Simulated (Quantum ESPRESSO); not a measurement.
# MoGe2N4, 1 layer, stepped through biaxial strain, part 5 of 7

What law, if any, do the results for MoGe2N4, 1 layer follow against biaxial strain?

Quantum ESPRESSO 7.5; plane-wave DFT, PBE, GBRV ultrasoft pseudopotentials.

So far. Step 3 (Relaxing the ions, -4 %): The relaxation lowers the energy by 13 meV an atom. Step 6 (Band structure, -4 %): Along this path the valence top lies near Γ and the conduction bottom at K.

## Step 7: Relaxation with pw.x, -3 %

Contents of m1.relax.in:

```
&control
  prefix = 'm1.relax'
  outdir = './out'
  pseudo_dir = './pseudo'
  nstep = 40
  forc_conv_thr = 0.0003
  calculation = 'relax'
  tstress = .true.
/
&system
  ibrav = 0
  nat = 7
  ntyp = 3
  ecutwfc = 50
  ecutrho = 250
  occupations = 'smearing'
  smearing = 'fd'
  degauss = 0.002
/
&electrons
  conv_thr = 1e-09
  mixing_beta = 0.4
  electron_maxstep = 120
  mixing_mode = 'plain'
/
&ions
/
ATOMIC_SPECIES
  N   14.0070  n_pbe_v1.2.uspp.F.UPF
  Ge  72.6300  ge_pbe_v1.4.uspp.F.UPF
  Mo  95.9500  mo_pbe_v1.uspp.F.UPF
CELL_PARAMETERS angstrom
  2.92200569388000 0.00000000000000 0.00000000000000
  -1.46100284694000 2.53053116164000 0.00000000000000
  0.00000000000000 0.00000000000000 22.10909668000000
ATOMIC_POSITIONS crystal
  N   0.000000000000 0.000000000000 0.331145921500
  Ge  0.333333333300 0.666666666700 0.359721922700
  N   0.333333333300 0.666666666700 0.444981946200
  Mo  0.000000000000 0.000000000000 0.500000000000
  N   0.333333333300 0.666666666700 0.555018053800
  Ge  0.333333333300 0.666666666700 0.640278077300
  N   0.000000000000 0.000000000000 0.668854078500
K_POINTS automatic
  12 12 1 0 0 0
```

Launch:

```sh
$ OMP_NUM_THREADS=1 mpirun -n 4 pw.x -nk 4 -in m1.relax.in > m1.relax.out
```

What it wrote:

```text
[banner, memory and clock lines left out]
Program PWSCF v.7.5 starts
[...]
Message from routine setup:
[...]
number of electrons       =        62.00
     number of Kohn-Sham states=           37
     kinetic-energy cutoff     =      50.0000  Ry
     charge density cutoff     =     250.0000  Ry
[...]
number of k points=    19  Fermi-Dirac smearing, width (Ry)=  0.0020
[...]
Dense  grid:    73519 G-vectors     FFT dimensions: (  27,  27, 216)
[...]
negative rho (up, down):  1.501E-03 0.000E+00
     Starting wfcs are   47 randomized atomic wfcs
[...]
negative rho (up, down):  1.429E-03 0.000E+00
[...]
estimated scf accuracy    <       1.98072005 Ry
[...]
negative rho (up, down):  1.523E-03 0.000E+00
[...]
estimated scf accuracy    <       0.47119455 Ry
[...]
negative rho (up, down):  1.541E-03 0.000E+00
[...]
estimated scf accuracy    <       0.25723875 Ry
[...]
negative rho (up, down):  1.603E-03 0.000E+00
[...]
estimated scf accuracy    <       0.01469841 Ry
[...]
negative rho (up, down):  1.697E-03 0.000E+00
[...]
estimated scf accuracy    <       0.00529152 Ry
[...]
negative rho (up, down):  1.723E-03 0.000E+00
[...]
estimated scf accuracy    <       0.00035919 Ry
[...]
negative rho (up, down):  1.729E-03 0.000E+00
[...]
estimated scf accuracy    <       0.00004731 Ry
[...]
negative rho (up, down):  1.731E-03 0.000E+00
[...]
estimated scf accuracy    <       0.00000954 Ry
[...]
negative rho (up, down):  1.732E-03 0.000E+00
[...]
estimated scf accuracy    <       0.00000048 Ry
[...]
negative rho (up, down):  1.733E-03 0.000E+00
[...]
estimated scf accuracy    <       0.00000021 Ry
[...]
negative rho (up, down):  1.733E-03 0.000E+00
[...]
estimated scf accuracy    <       0.00000002 Ry
[...]
negative rho (up, down):  1.733E-03 0.000E+00
[...]
estimated scf accuracy    <          1.9E-09 Ry
[...]
negative rho (up, down):  1.734E-03 0.000E+00
[...]
the Fermi energy is     3.7619 ev
!    total energy              =    -647.28920514 Ry
     estimated scf accuracy    <          4.7E-10 Ry
     smearing contrib. (-TS)   =      -0.00000000 Ry
     internal energy E=F+TS    =    -647.28920514 Ry
[...]
one-electron contribution =   -4625.18451066 Ry
     hartree contribution      =    2341.15306118 Ry
     xc contribution           =    -158.15773037 Ry
     ewald contribution        =    1794.89997471 Ry
     convergence has been achieved in  13 iterations
     negative rho (up, down):  1.734E-03 0.000E+00
[...]
Total force =     0.064458     Total SCF correction =     0.000122
[...]
negative rho (up, down):  1.734E-03 0.000E+00
[...]
negative rho (up, down):  1.759E-03 0.000E+00
[...]
negative rho (up, down):  1.739E-03 0.000E+00
[...]
estimated scf accuracy    <       0.00293760 Ry
[...]
negative rho (up, down):  1.741E-03 0.000E+00
[...]
estimated scf accuracy    <       0.00459309 Ry
[...]
negative rho (up, down):  1.739E-03 0.000E+00
[...]
estimated scf accuracy    <       0.00004957 Ry
[...]
negative rho (up, down):  1.738E-03 0.000E+00
[...]
estimated scf accuracy    <       0.00000732 Ry
[...]
negative rho (up, down):  1.738E-03 0.000E+00
[...]
estimated scf accuracy    <       0.00000111 Ry
[...]
negative rho (up, down):  1.738E-03 0.000E+00
[...]
estimated scf accuracy    <       0.00000021 Ry
[...]
negative rho (up, down):  1.738E-03 0.000E+00
[...]
estimated scf accuracy    <       0.00000003 Ry
[...]
negative rho (up, down):  1.738E-03 0.000E+00
[...]
estimated scf accuracy    <          9.5E-09 Ry
[...]
negative rho (up, down):  1.738E-03 0.000E+00
[...]
the Fermi energy is     3.6357 ev
!    total energy              =    -647.29130570 Ry
     estimated scf accuracy    <          7.2E-10 Ry
     smearing contrib. (-TS)   =      -0.00000000 Ry
     internal energy E=F+TS    =    -647.29130570 Ry
[...]
one-electron contribution =   -4631.61616340 Ry
     hartree contribution      =    2344.09546241 Ry
     xc contribution           =    -158.13035731 Ry
     ewald contribution        =    1798.35975259 Ry
     convergence has been achieved in   9 iterations
     negative rho (up, down):  1.738E-03 0.000E+00
[...]
Total force =     0.020248     Total SCF correction =     0.000095
[...]
negative rho (up, down):  1.738E-03 0.000E+00
[...]
negative rho (up, down):  1.738E-03 0.000E+00
[...]
negative rho (up, down):  1.735E-03 0.000E+00
[...]
estimated scf accuracy    <       0.00008148 Ry
[...]
negative rho (up, down):  1.733E-03 0.000E+00
[...]
estimated scf accuracy    <       0.00002092 Ry
[...]
negative rho (up, down):  1.733E-03 0.000E+00
[...]
estimated scf accuracy    <       0.00001328 Ry
[...]
negative rho (up, down):  1.734E-03 0.000E+00
[...]
estimated scf accuracy    <       0.00000072 Ry
[...]
negative rho (up, down):  1.734E-03 0.000E+00
[...]
estimated scf accuracy    <       0.00000020 Ry
[...]
negative rho (up, down):  1.734E-03 0.000E+00
[...]
estimated scf accuracy    <       0.00000001 Ry
[...]
negative rho (up, down):  1.734E-03 0.000E+00
[...]
estimated scf accuracy    <          1.9E-09 Ry
[...]
negative rho (up, down):  1.733E-03 0.000E+00
[...]
the Fermi energy is     3.5835 ev
!    total energy              =    -647.29166096 Ry
     estimated scf accuracy    <          1.2E-10 Ry
     smearing contrib. (-TS)   =      -0.00000000 Ry
     internal energy E=F+TS    =    -647.29166096 Ry
[...]
one-electron contribution =   -4625.68018044 Ry
     hartree contribution      =    2341.10256521 Ry
     xc contribution           =    -158.11946115 Ry
     ewald contribution        =    1795.40541542 Ry
     convergence has been achieved in   8 iterations
     negative rho (up, down):  1.733E-03 0.000E+00
[...]
Total force =     0.015513     Total SCF correction =     0.000059
[...]
negative rho (up, down):  1.733E-03 0.000E+00
[...]
negative rho (up, down):  1.730E-03 0.000E+00
[...]
negative rho (up, down):  1.729E-03 0.000E+00
[...]
estimated scf accuracy    <       0.00008100 Ry
[...]
negative rho (up, down):  1.728E-03 0.000E+00
[...]
estimated scf accuracy    <       0.00002065 Ry
[...]
negative rho (up, down):  1.729E-03 0.000E+00
[...]
estimated scf accuracy    <       0.00001489 Ry
[...]
negative rho (up, down):  1.730E-03 0.000E+00
[...]
estimated scf accuracy    <       0.00000082 Ry
[...]
negative rho (up, down):  1.730E-03 0.000E+00
[...]
estimated scf accuracy    <       0.00000012 Ry
[...]
negative rho (up, down):  1.730E-03 0.000E+00
[...]
estimated scf accuracy    <       0.00000001 Ry
[...]
negative rho (up, down):  1.730E-03 0.000E+00
[...]
estimated scf accuracy    <          1.7E-09 Ry
[...]
negative rho (up, down):  1.730E-03 0.000E+00
[...]
estimated scf accuracy    <          1.5E-10 Ry
[...]
negative rho (up, down):  1.730E-03 0.000E+00
[...]
estimated scf accuracy    <          3.8E-11 Ry
[...]
negative rho (up, down):  1.730E-03 0.000E+00
[...]
the Fermi energy is     3.5370 ev
!    total energy              =    -647.29196988 Ry
     estimated scf accuracy    <          7.3E-12 Ry
     smearing contrib. (-TS)   =      -0.00000000 Ry
     internal energy E=F+TS    =    -647.29196988 Ry
[...]
one-electron contribution =   -4617.48024973 Ry
     hartree contribution      =    2336.98341908 Ry
     xc contribution           =    -158.10708711 Ry
     ewald contribution        =    1791.31194788 Ry
     convergence has been achieved in  10 iterations
     negative rho (up, down):  1.730E-03 0.000E+00
[...]
Total force =     0.012490     Total SCF correction =     0.000024
[...]
negative rho (up, down):  1.730E-03 0.000E+00
[...]
negative rho (up, down):  1.722E-03 0.000E+00
[...]
negative rho (up, down):  1.721E-03 0.000E+00
[...]
estimated scf accuracy    <       0.00016248 Ry
[...]
negative rho (up, down):  1.722E-03 0.000E+00
[...]
estimated scf accuracy    <       0.00004437 Ry
[...]
negative rho (up, down):  1.724E-03 0.000E+00
[...]
estimated scf accuracy    <       0.00003301 Ry
[...]
negative rho (up, down):  1.727E-03 0.000E+00
[...]
estimated scf accuracy    <       0.00000192 Ry
[...]
negative rho (up, down):  1.727E-03 0.000E+00
[...]
estimated scf accuracy    <       0.00000019 Ry
[...]
negative rho (up, down):  1.727E-03 0.000E+00
[...]
estimated scf accuracy    <       0.00000003 Ry
[...]
negative rho (up, down):  1.727E-03 0.000E+00
[...]
estimated scf accuracy    <          5.3E-09 Ry
[...]
negative rho (up, down):  1.727E-03 0.000E+00
[...]
estimated scf accuracy    <          2.2E-10 Ry
[...]
negative rho (up, down):  1.727E-03 0.000E+00
[...]
estimated scf accuracy    <          1.0E-10 Ry
[...]
negative rho (up, down):  1.727E-03 0.000E+00
[...]
the Fermi energy is     3.4792 ev
!    total energy              =    -647.29232634 Ry
     estimated scf accuracy    <          2.1E-11 Ry
     smearing contrib. (-TS)   =      -0.00000000 Ry
     internal energy E=F+TS    =    -647.29232634 Ry
[...]
one-electron contribution =   -4603.28069936 Ry
     hartree contribution      =    2329.86531552 Ry
     xc contribution           =    -158.08820164 Ry
     ewald contribution        =    1784.21125913 Ry
     convergence has been achieved in  10 iterations
     negative rho (up, down):  1.727E-03 0.000E+00
[...]
Total force =     0.009864     Total SCF correction =     0.000036
[...]
negative rho (up, down):  1.727E-03 0.000E+00
[...]
negative rho (up, down):  1.712E-03 0.000E+00
[...]
negative rho (up, down):  1.714E-03 0.000E+00
[...]
estimated scf accuracy    <       0.00033751 Ry
[...]
negative rho (up, down):  1.718E-03 0.000E+00
[...]
estimated scf accuracy    <       0.00010189 Ry
[...]
negative rho (up, down):  1.723E-03 0.000E+00
[...]
estimated scf accuracy    <       0.00008009 Ry
[...]
negative rho (up, down):  1.729E-03 0.000E+00
[...]
estimated scf accuracy    <       0.00000421 Ry
[...]
negative rho (up, down):  1.730E-03 0.000E+00
[...]
estimated scf accuracy    <       0.00000043 Ry
[...]
negative rho (up, down):  1.731E-03 0.000E+00
[...]
estimated scf accuracy    <       0.00000013 Ry
[...]
negative rho (up, down):  1.731E-03 0.000E+00
[...]
estimated scf accuracy    <       0.00000004 Ry
[...]
negative rho (up, down):  1.731E-03 0.000E+00
[...]
estimated scf accuracy    <          4.0E-09 Ry
[...]
negative rho (up, down):  1.732E-03 0.000E+00
[...]
estimated scf accuracy    <          3.4E-09 Ry
[...]
negative rho (up, down):  1.732E-03 0.000E+00
[...]
the Fermi energy is     3.9458 ev
!    total energy              =    -647.29263226 Ry
     estimated scf accuracy    <          1.3E-11 Ry
     smearing contrib. (-TS)   =      -0.00000000 Ry
     internal energy E=F+TS    =    -647.29263226 Ry
[...]
one-electron contribution =   -4579.24086456 Ry
     hartree contribution      =    2317.83299216 Ry
     xc contribution           =    -158.05951269 Ry
     ewald contribution        =    1772.17475283 Ry
     convergence has been achieved in  10 iterations
     negative rho (up, down):  1.732E-03 0.000E+00
[...]
Total force =     0.007814     Total SCF correction =     0.000023
[...]
negative rho (up, down):  1.732E-03 0.000E+00
[...]
negative rho (up, down):  1.719E-03 0.000E+00
[...]
negative rho (up, down):  1.726E-03 0.000E+00
[...]
estimated scf accuracy    <       0.00004284 Ry
[...]
negative rho (up, down):  1.731E-03 0.000E+00
[...]
estimated scf accuracy    <       0.00001429 Ry
[...]
negative rho (up, down):  1.734E-03 0.000E+00
[...]
estimated scf accuracy    <       0.00001162 Ry
[...]
negative rho (up, down):  1.737E-03 0.000E+00
[...]
estimated scf accuracy    <       0.00000063 Ry
[...]
negative rho (up, down):  1.738E-03 0.000E+00
[...]
estimated scf accuracy    <       0.00000024 Ry
[...]
negative rho (up, down):  1.738E-03 0.000E+00
[...]
estimated scf accuracy    <       0.00000003 Ry
[...]
negative rho (up, down):  1.738E-03 0.000E+00
[...]
estimated scf accuracy    <          8.3E-09 Ry
[...]
negative rho (up, down):  1.739E-03 0.000E+00
[...]
estimated scf accuracy    <          6.0E-10 Ry
[...]
negative rho (up, down):  1.739E-03 0.000E+00
[...]
estimated scf accuracy    <          5.6E-11 Ry
[...]
negative rho (up, down):  1.739E-03 0.000E+00
[...]
the Fermi energy is     3.9342 ev
!    total energy              =    -647.29269644 Ry
     estimated scf accuracy    <          2.7E-11 Ry
     smearing contrib. (-TS)   =      -0.00000000 Ry
     internal energy E=F+TS    =    -647.29269644 Ry
[...]
one-electron contribution =   -4568.50188296 Ry
     hartree contribution      =    2312.47113448 Ry
     xc contribution           =    -158.04915980 Ry
     ewald contribution        =    1766.78721185 Ry
     convergence has been achieved in  10 iterations
     negative rho (up, down):  1.739E-03 0.000E+00
[...]
Total force =     0.005175     Total SCF correction =     0.000033
[...]
negative rho (up, down):  1.739E-03 0.000E+00
[...]
negative rho (up, down):  1.733E-03 0.000E+00
[...]
negative rho (up, down):  1.737E-03 0.000E+00
[...]
estimated scf accuracy    <       0.00000775 Ry
[...]
negative rho (up, down):  1.739E-03 0.000E+00
[...]
estimated scf accuracy    <       0.00000218 Ry
[...]
negative rho (up, down):  1.741E-03 0.000E+00
[...]
estimated scf accuracy    <       0.00000067 Ry
[...]
negative rho (up, down):  1.742E-03 0.000E+00
[...]
estimated scf accuracy    <       0.00000006 Ry
[...]
negative rho (up, down):  1.742E-03 0.000E+00
[...]
estimated scf accuracy    <       0.00000008 Ry
[...]
negative rho (up, down):  1.743E-03 0.000E+00
[...]
estimated scf accuracy    <          4.4E-09 Ry
[...]
negative rho (up, down):  1.743E-03 0.000E+00
[...]
estimated scf accuracy    <          1.1E-09 Ry
[...]
negative rho (up, down):  1.743E-03 0.000E+00
[...]
estimated scf accuracy    <          4.6E-11 Ry
[...]
negative rho (up, down):  1.743E-03 0.000E+00
[...]
the Fermi energy is     3.9433 ev
!    total energy              =    -647.29271762 Ry
     estimated scf accuracy    <          1.1E-12 Ry
     smearing contrib. (-TS)   =      -0.00000000 Ry
     internal energy E=F+TS    =    -647.29271762 Ry
[...]
```

Run time: 2.9 min. Hardware: 4 MPI ranks of Arm Neoverse V2, shared host; peak memory 0.69 GiB; 12 min of CPU time.

The steps of the relaxation:

| step | energy less that of the first step (eV) | largest force (eV/Å) |
| --- | --- | --- |
| 1 | 0.0000 | 0.7090 |
| 2 | -0.0286 | 0.3020 |
| 3 | -0.0334 | 0.2245 |
| 4 | -0.0376 | 0.1636 |
| 5 | -0.0425 | 0.1428 |
| 6 | -0.0466 | 0.1119 |
| 7 | -0.0475 | 0.0785 |
| 8 | -0.0478 | 0.0296 |
| 9 | -0.0478 | 0.0034 |

The atoms that moved most (Å):

| atom | dx | dy | dz | length |
| --- | --- | --- | --- | --- |
| N1 | 0.000 | 0.000 | -0.067 | 0.067 |
| N7 | 0.000 | 0.000 | 0.067 | 0.067 |
| N5 | 0.000 | 0.000 | 0.023 | 0.023 |
| N3 | 0.000 | 0.000 | -0.023 | 0.023 |
| Ge6 | 0.000 | 0.000 | 0.017 | 0.017 |
| Ge2 | 0.000 | 0.000 | -0.017 | 0.017 |

The relaxation lowers the energy by 7 meV an atom.

This step gave:

| Property | Result |
| --- | --- |
| free energy | -8806.8661 eV |
| Fermi energy | 3.953 eV |

## Step 8: Ground state, -3 %

Contents of m1.scf.in:

```
&control
  prefix = 'm1.scf'
  outdir = './out'
  pseudo_dir = './pseudo'
  calculation = 'scf'
  tprnfor = .true.
/
&system
  ibrav = 0
  nat = 7
  ntyp = 3
  ecutwfc = 40
  ecutrho = 200
  occupations = 'smearing'
  smearing = 'fd'
  degauss = 0.002
  nbnd = 35
/
&electrons
  conv_thr = 1e-09
  mixing_beta = 0.4
  electron_maxstep = 120
  mixing_mode = 'plain'
/
ATOMIC_SPECIES
  N   14.0070  n_pbe_v1.2.uspp.F.UPF
  Ge  72.6300  ge_pbe_v1.4.uspp.F.UPF
  Mo  95.9500  mo_pbe_v1.uspp.F.UPF
CELL_PARAMETERS angstrom
  2.92200569388000 0.00000000000000 0.00000000000000
  -1.46100284694000 2.53053116164000 0.00000000000000
  0.00000000000000 0.00000000000000 22.10909668000000
ATOMIC_POSITIONS crystal
  N   0.000000000000 0.000000000000 0.328095591900
  Ge  0.333333333300 0.666666666700 0.358973520700
  N   0.333333333300 0.666666666700 0.443947148700
  Mo  0.000000000000 0.000000000000 0.500000000000
  N   0.333333333300 0.666666666700 0.556052851300
  Ge  0.333333333300 0.666666666700 0.641026479300
  N   0.000000000000 0.000000000000 0.671904408100
K_POINTS automatic
  12 12 1 0 0 0
```

Launch:

```sh
$ OMP_NUM_THREADS=1 mpirun -n 4 pw.x -nk 4 -in m1.scf.in > m1.scf.out
```

What it wrote:

```text
[banner, memory and clock lines left out]
Program PWSCF v.7.5 starts
[...]
Message from routine setup:
[...]
number of electrons       =        62.00
     number of Kohn-Sham states=           35
     kinetic-energy cutoff     =      40.0000  Ry
     charge density cutoff     =     200.0000  Ry
[...]
number of k points=    19  Fermi-Dirac smearing, width (Ry)=  0.0020
[...]
Dense  grid:    52833 G-vectors     FFT dimensions: (  25,  25, 192)
[...]
negative rho (up, down):  1.564E-03 0.000E+00
     Starting wfcs are   47 randomized atomic wfcs
[...]
negative rho (up, down):  1.625E-03 0.000E+00
[...]
estimated scf accuracy    <       1.94729158 Ry
[...]
negative rho (up, down):  1.631E-03 0.000E+00
[...]
estimated scf accuracy    <       0.66960963 Ry
[...]
negative rho (up, down):  1.684E-03 0.000E+00
[...]
estimated scf accuracy    <       0.38986416 Ry
[...]
negative rho (up, down):  1.796E-03 0.000E+00
[...]
estimated scf accuracy    <       0.01548956 Ry
[...]
negative rho (up, down):  1.936E-03 0.000E+00
[...]
estimated scf accuracy    <       0.00612021 Ry
[...]
negative rho (up, down):  1.973E-03 0.000E+00
[...]
estimated scf accuracy    <       0.00062125 Ry
[...]
negative rho (up, down):  1.981E-03 0.000E+00
[...]
estimated scf accuracy    <       0.00007856 Ry
[...]
negative rho (up, down):  1.983E-03 0.000E+00
[...]
estimated scf accuracy    <       0.00002717 Ry
[...]
negative rho (up, down):  1.984E-03 0.000E+00
[...]
estimated scf accuracy    <       0.00000113 Ry
[...]
negative rho (up, down):  1.984E-03 0.000E+00
[...]
estimated scf accuracy    <       0.00000045 Ry
[...]
negative rho (up, down):  1.985E-03 0.000E+00
[...]
estimated scf accuracy    <       0.00000013 Ry
[...]
negative rho (up, down):  1.985E-03 0.000E+00
[...]
estimated scf accuracy    <       0.00000002 Ry
[...]
negative rho (up, down):  1.985E-03 0.000E+00
[...]
the Fermi energy is     3.6897 ev
!    total energy              =    -647.29031315 Ry
     estimated scf accuracy    <          1.1E-10 Ry
     smearing contrib. (-TS)   =      -0.00000000 Ry
     internal energy E=F+TS    =    -647.29031315 Ry
[...]
one-electron contribution =   -4564.78825046 Ry
     hartree contribution      =    2310.63418903 Ry
     xc contribution           =    -158.04939972 Ry
     ewald contribution        =    1764.91314801 Ry
     convergence has been achieved in  13 iterations
     negative rho (up, down):  1.985E-03 0.000E+00
[...]
Total force =     0.000151     Total SCF correction =     0.000036
[...]
```

Run time: 20 s. Hardware: 4 MPI ranks; peak memory 0.54 GiB.

This step gave:

| Property | Result |
| --- | --- |
| free energy | -8806.8334 eV |
| Fermi energy | 3.690 eV |
| valence top, on the run's zero | 2.856 eV |
| conduction bottom, on the run's zero | 4.597 eV |
| gap by band count | 1.741 eV |

[end of part 5 of 7]

[Logs are printed without paths, hosts, clocks, repeated set-up lines and the standing remarks that a program may print on its own settings, such as how far it seeks lower states.]

[Hosts, paths, dates, database ids (printed as entryN), source tags and the programs' standing remarks are cut or masked in the printed files.]

[Maps of the electrostatic potential energy from Ansatz leave out the sawtooth potential of an applied field or a dipole correction, so their vacuum need not be flat; planar profiles and work functions include it.]
